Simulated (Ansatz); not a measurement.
## LiTaS3 (model cell, started as cubic perovskite with Ta in the octahedra): the cell at rest

Task: relax LiTaS3 (model cell, started as cubic perovskite with Ta in the octahedra) tightly.

Method: DFT PBEsol, scalar-relativistic, plane waves, PAW; PAW set soft_1, in Ansatz 0.2.0.

The structure was built from a prototype and need not be the compound's stable phase.

## Step 1: The starting structure

It takes space group Pm-3m (No. 221, cubic). The conventional cell has a = 4.861 Å, b = 4.861 Å, c = 4.861 Å, α = 90.00°, β = 90.00°, γ = 90.00°. Li has 12 S at 3.44 Å nearest. Ta has 6 S at 2.43 Å nearest. S has 2 Ta at 2.43 Å nearest. Farther neighbours and most contacts between anions are not listed.

## Step 2: Probe on a coarse mesh

A quick single point on a coarse mesh tells whether the cell has a gap and how far it is from rest, which sets the k mesh and smearing that follow.

The input, input.yaml:

```yaml
crystal:
  lattice:
    - [4.8608, 0.0, 0.0]
    - [0.0, 4.8608, 0.0]
    - [0.0, 0.0, 4.8608]
  atoms:
    - { symbol: Li, position: [0.0, 0.0, 0.0] }
    - { symbol: Ta, position: [0.5, 0.5, 0.5] }
    - { symbol: S, position: [0.5, 0.5, 0.0] }
    - { symbol: S, position: [0.5, 0.0, 0.5] }
    - { symbol: S, position: [0.0, 0.5, 0.5] }
kpoints:
  mp_grid: { grid: [4, 4, 4] }
hamiltonian:
  xc: pbesol
  pseudopotentials: { kind: paw, azcp: { folder: soft_1 }, xc_functional: pbe }
scf:
  occupations: { method: gaussian, width: 0.1 }
output:
  forces: true
  stress: true
  eigenvalues: true
```

Command:

```sh
$ ansatz run input.yaml --threads 8 --pin off --max-ram 16384MiB --backend cpu --events-out ev --progress --plain --runs-dir out
```

Numbers of over 12 decimals in the logs are rounded to 6 here.

Log:

```text
Engine: ansatz 0.2.0, aarch64-unknown-linux-gnu
Pseudopotentials: kind: paw
Pseudopotential: Li, paw, valence charge 3, recommended cutoff 420 eV (normal), soft_1/Li.paw.azcp
Pseudopotential: Ta, paw, valence charge 13, recommended cutoff 420 eV (normal), soft_1/Ta.paw.azcp
Pseudopotential: S, paw, valence charge 6, recommended cutoff 420 eV (normal), soft_1/S.paw.azcp
Functional definition: PBEsol
[...]
k-point 0: bands = [... 13 lower, 4.2354, 4.7424, 4.7424, 4.7424, 5.0147, 5.0147, 5.0147, 7.4451, ... 1 higher]
  k-point 1: bands = [... 13 lower, 3.4288, 4.0070, 4.5884, 4.5884, 5.0416, 6.6549, 6.6549, 7.4637, ... 1 higher]
  k-point 2: bands = [... 13 lower, 2.7908, 3.8023, 4.6115, 4.6115, 5.0691, 7.4785, 7.8062, 7.8062, ... 1 higher]
  k-point 9: bands = [... 13 lower, 0.9147, 5.5370, 5.5370, 5.5370, 7.9676, 8.2032, 8.2032, 8.2032, ... 1 higher]
[key lines of the parts left out:]
SCF converged after 8 iterations
Free energy (F): -12668.882209 eV
Fermi energy:    5.286788 eV
P = ⅓ Tr σ = -5.1222 GPa (-51.222 kbar)
```

Elapsed: 1 s, on 8 threads of Arm Neoverse V2, shared host; peak memory 0.41 GiB.

This step gave:

```
pressure          : -5.122 GPa
volume per atom   : 22.97 Å³
gap on the k-mesh : 0 eV
```

The coarse mesh shows no gap and a pressure of -5.1 GPa.

## Step 3: Bringing the structure to rest

Harmonic phonons are second derivatives at a point where the forces vanish, and they are wanted at zero stress, so atoms and cell are relaxed first.

input.yaml: that of step 2 with these lines changed.

```diff
@@ -12,3 +12,3 @@
 kpoints:
-  mp_grid: { grid: [4, 4, 4] }
+  mp_grid: { grid: [8, 8, 8] }
 hamiltonian:
@@ -22 +22,6 @@
   eigenvalues: true
+relax:
+  adjacent_minimum: "off"
+  f_tol: 0.005
+  max_steps: 80
+  cell: { stress_tol: 0.05 }
```

Log:

```text
[...]
Crystal: 5 atoms, lattice volume = 114.848 Å³
Basis set: ecut = 420 eV, 2205 PW (Γ), exchange–correlation on 72×72×72 points (8 copies of the dense FFT grid, shifted against one another)
Bands: 22, of which v1, the nominal top of the filled ones, is band 17 counted from 1 (16 counted from 0)
Symmetry: 48 space group operations
[...]
k-points: 35 of 512
[...]
SCF iter   1: F=—  HF=-12669.106337 eV  |F-HF|=—  |Δ(HF+E_count)|=         —  Δρ=2.69e-2  dr2=1.31e0  ethr=3.10e-3  ⟨swp⟩=6.2  Hψ=4135  notcnv=0
[...]
SCF iter   9: F=-12668.824196 eV  HF=-12668.824196 eV  |F-HF|=6.12e-9  |Δ(HF+E_count)|=   1.98e-7  Δρ=1.70e-6  dr2=3.28e-9  ethr=2.94e-10  ⟨swp⟩=9.5  Hψ=3434  notcnv=0
the search or the solves at the SCF's close seem to have found levels that the self-consistency loop had missed (the run counts 1). By its estimate they hold under 1e-12 electrons; where the run keeps them, the occupations were computed again with them
SCF 1 converged in 9 iterations: F = -12668.824196 eV  dr2 = 3.28e-9
[...]
relax step   1: F+E_penalty+E_count = -12668.82419606 eV  Δ(F+E_penalty+E_count) = +0.000e0 eV  max|allowed force component| = 3.706e-29 eV/Å  Δτ_max = 0.0000 Å  P = -4.544 GPa  Ω = 114.848 Å³  (9 SCF iters, dr2 threshold 1.00e-7 eV, accepted)
Crystal: 5 atoms, lattice volume = 106.361 Å³
Basis set: ecut = 420 eV, 2103 PW (Γ), exchange–correlation on 72×72×72 points (8 copies of the dense FFT grid, shifted against one another)
[...]
iter 1 solved again at ethr=3.83e-4 eV; its pass at ethr=3.10e-3 eV (dr2=1.30e-1 eV) is discarded
[...]
SCF iter   6: F=-12668.906092 eV  HF=-12668.906092 eV  |F-HF|=1.02e-7  |Δ(HF+E_count)|=   3.25e-7  Δρ=1.26e-5  dr2=2.54e-7  ethr=1.47e-9  ⟨swp⟩=8.0  Hψ=3805  notcnv=0
SCF 2 converged in 6 iterations: F = -12668.906092 eV  dr2 = 2.54e-7
relax step   2: F+E_penalty+E_count = -12668.90609193 eV  Δ(F+E_penalty+E_count) = -8.190e-2 eV  max|allowed force component| = 6.945e-30 eV/Å  Δτ_max = 0.0000 Å  P = +1.928 GPa  Ω = 106.361 Å³  energy of the carried Pulay correction = +9.508e-4 eV  (6 SCF iters, dr2 threshold 5.00e-7 eV, accepted)
Crystal: 5 atoms, lattice volume = 108.755 Å³
[...]
SCF iter   5: F=-12668.918633 eV  HF=-12668.918633 eV  |F-HF|=1.81e-8  |Δ(HF+E_count)|=   1.97e-7  Δρ=9.93e-6  dr2=8.58e-8  ethr=1.47e-9  ⟨swp⟩=7.4  Hψ=3776  notcnv=0
SCF 3 converged in 5 iterations: F = -12668.918633 eV  dr2 = 8.58e-8
relax step   3: F+E_penalty+E_count = -12668.91863330 eV  Δ(F+E_penalty+E_count) = -1.254e-2 eV  max|allowed force component| = 3.455e-30 eV/Å  Δτ_max = 0.0000 Å  P = -0.173 GPa  Ω = 108.755 Å³  energy of the carried Pulay correction = +6.752e-4 eV  (5 SCF iters, dr2 threshold 5.00e-7 eV, accepted)
[...]
relax step   4: F+E_penalty+E_count = -12668.91876805 eV  Δ(F+E_penalty+E_count) = -1.347e-4 eV  max|allowed force component| = 1.629e-30 eV/Å  Δτ_max = 0.0000 Å  P = -0.005 GPa  Ω = 108.554 Å³  energy of the carried Pulay correction = +6.982e-4 eV  (5 SCF iters, dr2 threshold 7.48e-8 eV, accepted)
Basis set: ecut = 420 eV, 2103 PW (Γ), exchange–correlation on 64×64×64 points (8 copies of the dense FFT grid, shifted against one another)
[...]
SCF iter   1: F=—  HF=-12668.917873 eV  |F-HF|=—  |Δ(HF+E_count)|=         —  Δρ=5.48e-5  dr2=3.94e-7  ethr=1.80e-6  ⟨swp⟩=3.0  Hψ=6222  notcnv=0
eigensolver tolerance schedule: the retry pair's looser diagonalisation over-reported the residual by 1556.08 of it (diagonalisation noise at 9.69 of the residual, at the tolerance the schedule requests for it); recorded, not acted on — ethr = c·dr2/N_el stays at c = 1.0e-1
[...]
SCF iter   2: F=—  HF=-12668.918086 eV  |F-HF|=—  |Δ(HF+E_count)|=   2.13e-4  Δρ=6.72e-6  dr2=3.17e-8  ethr=1.16e-9  ⟨swp⟩=3.2  Hψ=1631  notcnv=0
[...]
SCF iter   5: F=-12668.918086 eV  HF=-12668.918086 eV  |F-HF|=2.00e-11  |Δ(HF+E_count)|=  1.60e-10  Δρ=1.19e-7  dr2=2.51e-11  ethr=1.00e-12  ⟨swp⟩=4.4  Hψ=3578  notcnv=0
SCF 5 converged in 5 iterations: F = -12668.918086 eV  dr2 = 2.51e-11
relax step   5: F+E_penalty+E_count = -12668.91808590 eV  Δ(F+E_penalty+E_count) = +6.821e-4 eV  max|allowed force component| = 5.162e-30 eV/Å  Δτ_max = 0.0000 Å  P = -0.006 GPa  Ω = 108.554 Å³  stress off target by 5.63e-3 GPa  SCF on the basis re-selected at this cell (its energy is not comparable with the rows above)  (5 SCF iters)
basis re-selected at this cell: Δ(F+E_penalty+E_count) = +6.821e-4 eV, ΔP = -0.000 GPa vs the last step (what re-selecting the basis moved, of the pressure what is left beyond the Pulay correction that the steps carried, after the strain that the cell walked since its last selection, with what the two solves' SCF thresholds leave and, on support functions, any second-order correction that the steps lacked; it is no measure of the basis error at this ecutwfc). The dense FFT grid was sized anew with the basis: this SCF ran on 32×32×32 points, the steps before it on 36×36×36, so part of this shift can come from that change (see relax.cell in the input reference). [rest of the remark cut]
SCF converged after 5 iterations
Free energy (F): -12668.918086 eV
[...]
Internal energy: -12668.912389 eV  (E = F + TS)
E sigma→0 (E₀):  -12668.915237 eV
Entropy (-TS):   -0.005697 eV (-1.139 meV/atom)
Fermi energy:    6.147825 eV
[...]
--- Stress (GPa, compression-positive) ---
       -0.005628      -0.000000       0.000000
       -0.000000      -0.005628       0.000000
        0.000000       0.000000      -0.005628
  P = ⅓ Tr σ = -0.0056 GPa (-0.056 kbar)
--- Band table (eV; the first three rows and the last of 35) ---
  k-point 0: bands = [... 13 lower, 4.8175, 5.4029, 5.4029, 5.4029, 5.4211, 5.4211, 5.4211, 8.1438, ... 1 higher]
  k-point 1: bands = [... 13 lower, 4.7376, 4.8150, 5.2174, 5.2174, 5.4298, 6.2619, 6.2619, 8.1529, ... 1 higher]
  k-point 2: bands = [... 13 lower, 3.9790, 4.5571, 5.2254, 5.2254, 5.4509, 7.2700, 7.2700, 8.1714, ... 1 higher]
  k-point 34: bands = [... 13 lower, 1.2155, 6.2474, 6.2474, 6.2474, 8.4896, 8.8953, 8.8953, 8.8953, ... 1 higher]
--- Relaxed structure (4 steps of the walk, 4 accepted, 1 SCFs on fresh bases) ---
  F+E_penalty+E_count = -12668.91808590 eV   max|allowed force component| = 5.162e-30 eV/Å   (the final SCF, on the basis selected at the relaxed cell)
  cell:  # Å, volume = 108.5540 Å³
    - [4.770332, 0, 0]
    - [0, 4.770332, 0]
    - [0, 0, 4.770332]
  atoms:
    - { symbol: Li, position: [0, 0, 0] }
    - { symbol: Ta, position: [0.5, 0.5, 0.5] }
    - { symbol: S, position: [0.5, 0.5, 0] }
    - { symbol: S, position: [0.5, 0, 0.5] }
    - { symbol: S, position: [0, 0.5, 0.5] }
```

Wall time 4.1 s (8 threads); peak memory 0.53 GiB; 27 s of CPU time.

Relaxation path:

```csv
step,energy less that of the first step (eV),largest force component (eV/Å),pressure (GPa),volume (Å³)
1,0.0000,0.0000,-4.54,114.85
2,-0.0819,0.0000,1.93,106.36
3,-0.0944,0.0000,-0.17,108.76
4,-0.0946,0.0000,-0.01,108.55
5*,-0.0939,0.0000,-0.01,108.55
```

Relaxation steps marked * repeat the geometry before them on a plane-wave basis chosen anew for their cell, so energy and pressure can jump there.

Forces are held to the 48 operations that the run works with; a distortion that breaks them can't arise in this run.

| conventional cell, symmetrised | before | after | change |
| --- | --- | --- | --- |
| a (Å) | 4.861 | 4.770 | -1.9 % |
| b (Å) | 4.861 | 4.770 | -1.9 % |
| c (Å) | 4.861 | 4.770 | -1.9 % |
| volume (Å³/atom) | 22.97 | 21.71 | -5.5 % |

This step gave:

* pressure: -0.005628 GPa
* volume per atom: 21.71 Å³

In this step the volume went from 22.97 to 21.71 Å³/atom.

## Step 4: Relaxing to small forces for the phonons

Phonons need a cell at rest on their own settings, so the relaxation is repeated with tight tolerances on forces and stress, using the mesh and the filling of the phonon run that follows.

input.yaml, the sections that differ from step 3:

```yaml
crystal:
  lattice:
    - [4.7703316616, 0.0, 0.0]
    - [0.0, 4.7703316616, 0.0]
    - [0.0, 0.0, 4.7703316616]
  atoms:
    - { symbol: Li, position: [0.0, 0.0, 0.0] }
    - { symbol: Ta, position: [0.5, 0.5, 0.5] }
    - { symbol: S, position: [0.5, 0.5, 0.0] }
    - { symbol: S, position: [0.5, 0.0, 0.5] }
    - { symbol: S, position: [0.0, 0.5, 0.5] }
scf:
  occupations: { method: methfessel_paxton, width: 0.2 }
relax:
  adjacent_minimum: "off"
  f_tol: 0.001
  max_steps: 60
  cell: { stress_tol: 0.01 }
# kpoints, hamiltonian, output: as in step 3
```

Log:

```text
[...]
Crystal: 5 atoms, lattice volume = 108.554 Å³
Basis set: ecut = 420 eV, 2103 PW (Γ), exchange–correlation on 64×64×64 points (8 copies of the dense FFT grid, shifted against one another)
Bands: 22, of which v1, the nominal top of the filled ones, is band 17 counted from 1 (16 counted from 0)
[... 1 set-up line as in the run before ...]
[...]
k-points: 35 of 512
[...]
--- Relaxed structure (1 steps of the walk, 1 accepted, 1 SCFs on fresh bases) ---
[...]
cell:  # Å, volume = 108.5540 Å³
    - [4.7703316616, 0.0, 0.0]
    - [0.0, 4.7703316616, 0.0]
    - [0.0, 0.0, 4.7703316616]
  atoms:
    - { symbol: Li, position: [0.0, 0.0, 0.0] }
    - { symbol: Ta, position: [0.5, 0.5, 0.5] }
    - { symbol: S, position: [0.5, 0.5, 0.0] }
    - { symbol: S, position: [0.5, 0.0, 0.5] }
    - { symbol: S, position: [0.0, 0.5, 0.5] }
[key lines of the parts left out:]
SCF converged after 6 iterations
Free energy (F): -12668.911948 eV
Fermi energy:    6.144726 eV
P = ⅓ Tr σ = -0.0068 GPa (-0.068 kbar)
```

Wall time 1.8 s (8 threads); peak memory 0.5 GiB; 11 s of CPU time.

Little changed from the start: no atom moved by 0.005 Å and no cell edge by 0.1 %.

This step gave:

- pressure: -0.006769 GPa

The forces vanish by symmetry and the pressure is -0.007 GPa, within the tolerances set. The cell now holds 21.71 Å³/atom.

## Step 5: What came out

- space group after relaxation (within 0.01 Å): Pm-3m
- lattice constant a: 4.770 Å
- lattice constant b: 4.770 Å
- lattice constant c: 4.770 Å
- volume per atom: 21.7 Å³

**Reading.** The forces vanish by symmetry and the pressure is -0.007 GPa, within the tolerances set. The cell now holds 21.71 Å³/atom. The relaxation keeps the symmetry of its start, so it says nothing on stability against lower symmetry. Spin-orbit coupling is left out, which can matter for the heavy elements here. The PAW files were made for PBE and serve the other functionals too. The starting cell was built on a prototype and not taken from a measurement, so the phase need not exist.

[Logs are printed without paths, hosts, clocks, repeated set-up lines and the standing remarks that a program may print on its own settings, such as how far it seeks lower states.]

[Hosts, paths, dates, database ids (printed as entryN), source tags and the programs' standing remarks are cut or masked in the printed files.]
